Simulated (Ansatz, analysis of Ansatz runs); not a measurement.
# F centre in KCl: optical absorption band, r2SCAN, part 2 of 2

Aim: the optical absorption band of the F centre in KCl, to be set beside the measurement. Set-up: r2SCAN, 64-site cell, r2SCAN lattice, 500 eV, k: the zone centre alone. The model is a cell of 64 host atoms with 1 Cl taken out. The excitation energy is a difference of total energies with one electron moved up within one spin channel. A meta-GGA costs about twice a GGA and mends lattice constants and part of the gap.

Ansatz 0.2.0; r2SCAN, 64-site cell, r2SCAN lattice, 500 eV, k: the zone centre alone.

So far, integral of the absolute spin density (μB): step 2 (relaxation, charge 0) 1.02.

## Step 3: Ground state

Both spins' levels are needed to pick the two between which the electron moves, so the ground state is solved with empty bands.

This step: plane-wave PAW DFT, r2SCAN; single point of a defect supercell.

File ground/input.yaml:

```yaml
crystal:
  lattice:
    - [12.58588, 0.0, 0.0]
    - [0.0, 12.58588, 0.0]
    - [0.0, 0.0, 12.58588]
  atoms:
    - { symbol: K, position: [1.271e-06, 0.0, 0.0] }
    - { symbol: K, position: [-6.7724e-05, 0.249932276, 0.249932276] }
[... 9 atom lines left out ...]
    - { symbol: K, position: [0.25, 0.248218346, 0.5] }
[... 3 atom lines left out ...]
    - { symbol: Cl, position: [0.25, 0.249913918, 0.750086082] }
[... 2 atom lines left out ...]
    - { symbol: K, position: [0.25, 0.5, 0.248218346] }
[... 4 atom lines left out ...]
    - { symbol: Cl, position: [0.25, 0.750086082, 0.249913918] }
    - { symbol: K, position: [-0.001781654, 0.5, 0.5] }
[... 1 atom line left out ...]
    - { symbol: K, position: [0.25, 0.5, 0.751781654] }
    - { symbol: K, position: [0.25, 0.751781654, 0.5] }
    - { symbol: Cl, position: [-8.6082e-05, 0.5, 0.750086082] }
    - { symbol: Cl, position: [-8.6082e-05, 0.750086082, 0.5] }
    - { symbol: Cl, position: [0.25, 0.750086082, 0.750086082] }
[... 24 atom lines left out ...]
    - { symbol: K, position: [0.501781654, 0.5, 0.5] }
[... 3 atom lines left out ...]
    - { symbol: Cl, position: [0.500086082, 0.5, 0.750086082] }
[... 2 atom lines left out ...]
    - { symbol: Cl, position: [0.75, 0.749979599, 0.749979599] }
basis:
  ecutwfc: 500
  xc_grid: 2
hamiltonian:
  xc: r2scan
kpoints:
  mp_grid: { grid: [1, 1, 1] }
magnetization:
  spin_polarized: true
  initial_magnetization: 1
  spin_locking: { lock_magnetization: hard }
scf:
  occupations: { method: fermi_dirac, width: 0.01 }
  max_iter: 120
  n_extra_bands: 30
  lower_state_search: "off"
output:
  forces: true
  eigenvalues: true
  eigenstates: { localisation: true }
checkpoint:
  read: "../relax.run"
  write: "../ground.run"
  compress: false
  write_wavefunctions: true
  write_every: 100000
```

The run is started by

```sh
$ ansatz run input.yaml --threads 2 --pin off --max-ram 4710MiB --backend cpu --events-out ev --progress --plain --runs-dir out
```

Numbers of over 12 decimals in the logs are rounded to 6 here.

Output:

```text
[...]
Warning: the band count 283 (scf.n_extra_bands) hosts the net moment |M| = 1.0000 μB (N_el = 505) but caps the reachable moment at 2·n_bands − N_el = 61.0000 μB, below the 316 bands that the automatic rule leaves for it — a moment growing past the seed, or [...]
[...]
Crystal: 63 atoms, lattice volume = 1993.658 Å³
Basis set: ecut = 500 eV, 50685 PW (Γ), exchange–correlation on 192×192×192 points (8 copies of the dense FFT grid, shifted against one another)
Bands: 283, of which v1, the nominal top of the filled ones, is band 253 counted from 1 (252 counted from 0)
Symmetry: 48 space group operations
[...]
k-points: 1
[...]
--- Forces (eV/Å), atoms counted from 1 ---
  atom   1  K      0.00025627    -0.00000000     0.00000000
  atom   2  K      0.00122428     0.00122428     0.00122428
  [... 5 atoms left out ...]
  atom   8  Cl    -0.00000000    -0.00358235    -0.00358235
  [... 3 atoms left out ...]
  atom  12  K     -0.00000000    -0.00507374     0.00000000
  [... 1 atom left out ...]
  atom  14  Cl    -0.00358235    -0.00358235     0.00000000
  [... 4 atoms left out ...]
  atom  19  K      0.00000000     0.00000000    -0.00507374
  [... 4 atoms left out ...]
  atom  24  Cl    -0.00000000     0.00358235    -0.00358235
  atom  25  K     -0.00507374    -0.00000000     0.00000000
  [... 1 atom left out ...]
  atom  27  K      0.00000000    -0.00000000     0.00507374
  atom  28  K      0.00000000     0.00507374     0.00000000
  [... 2 atoms left out ...]
  atom  31  Cl    -0.00000000     0.00358235     0.00358235
  [... 24 atoms left out ...]
  atom  56  K      0.00507374    -0.00000000     0.00000000
  [... 7 atoms left out ...]
  max |Σ_I F_I| component: 1.08e-17 eV/Å
--- Band table (eV) ---
[...]
[key lines of the parts left out:]
SCF converged after 2 iterations
Magnetization: 1.0000 μB (253.0000 up, 252.0000 down)
Free energy (F): -83086.556298 eV
Fermi energy:    5.315585 (↑ 5.627880, ↓ 3.057170) eV
```

The job ended after 65 s (2 threads of Arm Neoverse V1, shared host; peak memory 3 GiB).

Read from the output:

```
free energy                           : -83086.5563 eV
total moment                          : 1 μB
integral of the absolute spin density : 1.022 μB
spin contamination                    : 3.11e-4
```

States next to the filling edge at the first k-point, on the run's own zero (eigenstates.tsv). The participation number counts the atoms that a state is spread over, of 63; bands count from 0.

```csv
spin,band,energy (eV),occupation,participation,largest share on,share
down,246,0.222,1.00,21.9,Cl22,0.06
down,247,0.222,1.00,21.2,Cl13,0.06
down,248,0.222,1.00,21.7,Cl6,0.06
down,249,0.339,1.00,31.6,Cl38,0.04
down,250,0.339,1.00,31.4,Cl38,0.04
down,251,0.339,1.00,31.3,Cl38,0.04
down,252,5.764,0.00,17.6,K12,0.09
down,253,6.611,0.00,38.3,K12,0.05
down,254,7.379,0.00,61.8,K35,0.02
down,255,7.379,0.00,61.8,K9,0.02
down,256,7.379,0.00,61.8,K35,0.02
up,247,0.219,1.00,23.2,Cl6,0.06
up,248,0.219,1.00,22.9,Cl47,0.06
up,249,0.337,1.00,30.8,Cl46,0.05
up,250,0.337,1.00,31.0,Cl38,0.05
up,251,0.337,1.00,31.0,Cl38,0.05
up,252,4.867,1.00,8.4,K12,0.14
up,253,6.389,0.00,60.2,K1,0.02
up,254,7.304,0.00,19.0,K19,0.10
up,255,7.304,0.00,19.0,K25,0.10
up,256,7.304,0.00,17.2,K12,0.14
up,257,7.372,0.00,61.8,K50,0.02
```

Under r2SCAN at the zone centre alone, the highest filled state is spin up, spread over 8 of 63 atoms, and the lowest empty one, 0.90 eV above it, is spin down, spread over 18 of 63 atoms.

The atoms' spheres hold 0.14 of the 1 μB, none over 0.02 μB.

## Step 4: Excited state at the ground state's structure

One electron is moved to the upper level and held there by its overlap; at the ground state's structure the energy difference is the vertical absorption.

This step: plane-wave PAW DFT, r2SCAN; single point of a defect supercell.

excited/input.yaml, as its differences from ground/input.yaml of step 3:

```diff
@@ -41,4 +41,9 @@
 scf:
-  occupations: { method: fermi_dirac, width: 0.01 }
-  max_iter: 120
+  occupations:
+    method: fermi_dirac
+    width: 0.01
+    excite:
+      from: { channel: up, k: 0, band: v1, track: overlap }
+      to: { channel: up, k: 0, band: [c2, c4], track: overlap }
+  max_iter: 150
   n_extra_bands: 30
@@ -47,7 +52,5 @@
   forces: true
-  eigenvalues: true
-  eigenstates: { localisation: true }
 checkpoint:
-  read: "../relax.run"
-  write: "../ground.run"
+  read: "../ground.run"
+  write: "../excited.run"
   compress: false
```

Output:

```text
[...]
Crystal: 63 atoms, lattice volume = 1993.658 Å³
Basis set: ecut = 500 eV, 50685 PW (Γ), exchange–correlation on 192×192×192 points (8 copies of the dense FFT grid, shifted against one another)
Bands: 283, of which v1, the nominal top of the filled ones, is band 253 counted from 1 (252 counted from 0)
Symmetry: 48 space group operations
[...]
k-points: 1
Excitation: hole v1 ↑ at k 0, (0, 0, 0); particle c2 to c4 ↑ at k 0, (0, 0, 0); 1.000000e0 electrons a cell; the bands as a deck names them, k counted from 0 among the points solved; in brackets its point in fractional reciprocal coordinates
[...]
--- Forces (eV/Å), atoms counted from 1 ---
  atom   1  K     -0.00084773     0.00000000     0.00000000
  atom   2  K     -0.00746468    -0.00746468    -0.00746468
  [... 5 atoms left out ...]
  atom   8  Cl     0.00000000     0.00832498     0.00832498
  [... 3 atoms left out ...]
  atom  12  K     -0.00000000    -0.19044882     0.00000000
  [... 1 atom left out ...]
  atom  14  Cl     0.00832498     0.00832498    -0.00000000
  [... 4 atoms left out ...]
  atom  19  K     -0.00000000    -0.00000000    -0.19044882
  [... 4 atoms left out ...]
  atom  24  Cl     0.00000000    -0.00832498     0.00832498
  atom  25  K     -0.19044882     0.00000000     0.00000000
  [... 1 atom left out ...]
  atom  27  K     -0.00000000     0.00000000     0.19044882
  atom  28  K      0.00000000     0.19044882     0.00000000
  [... 2 atoms left out ...]
  atom  31  Cl     0.00000000    -0.00832498    -0.00832498
  [... 24 atoms left out ...]
  atom  56  K      0.19044882    -0.00000000     0.00000000
  [... 7 atoms left out ...]
  max |Σ_I F_I| component: 4.86e-17 eV/Å
--- Band table (eV) ---
[...]
[key lines of the parts left out:]
Converged-ψ floor refinement (derivative, response, wavefunction or occupation consumer): ⟨swp⟩=2.0  Hψ=1138  notcnv=0
SCF converged after 15 iterations
Magnetization: 1.0000 μB (253.0000 up, 252.0000 down)
Free energy (F): -83084.132902 eV
Fermi energy:    2.913074 (↑ 3.417027, ↓ 2.910258) eV  (of the remaining states, beside the excitation)
```

Elapsed: 3.6 min, on 2 threads; peak memory 3.8 GiB; 6.9 min of CPU time.

Read from the output:

```yaml
free_energy: -83084.1329 eV
total_moment: 1 μB
integral_of_the_absolute_spin_density: 1.023 μB
spin_contamination: 6.48e-4
```

## Step 5: Outcome

```json
{
  "difference of the two Kohn-Sham levels": "2.44 eV",
  "vertical absorption energy": "2.42 eV",
  "time of the whole chain": "11 min on 2 threads"
}
```

**Reading.** Vertical absorption energy: computed 2.42 eV, measured 2.24 eV; 0.18 eV above the measurement. The excited 2p-like state of an F centre is diffuse and lies near the conduction band, so small cells and semilocal functionals mix it with band states. The measured peak is a vertical transition broadened by phonons.

[Logs are printed without paths, hosts, clocks, repeated set-up lines and the standing remarks that a program may print on its own settings, such as how far it seeks lower states.]

[Hosts, paths, dates, database ids (printed as entryN), source tags and the programs' standing remarks are cut or masked in the printed files.]

[For some hosts the program warned that the k-mesh of the response run may be too coarse for force constants and the static dielectric constant; such warnings are not shown here.]
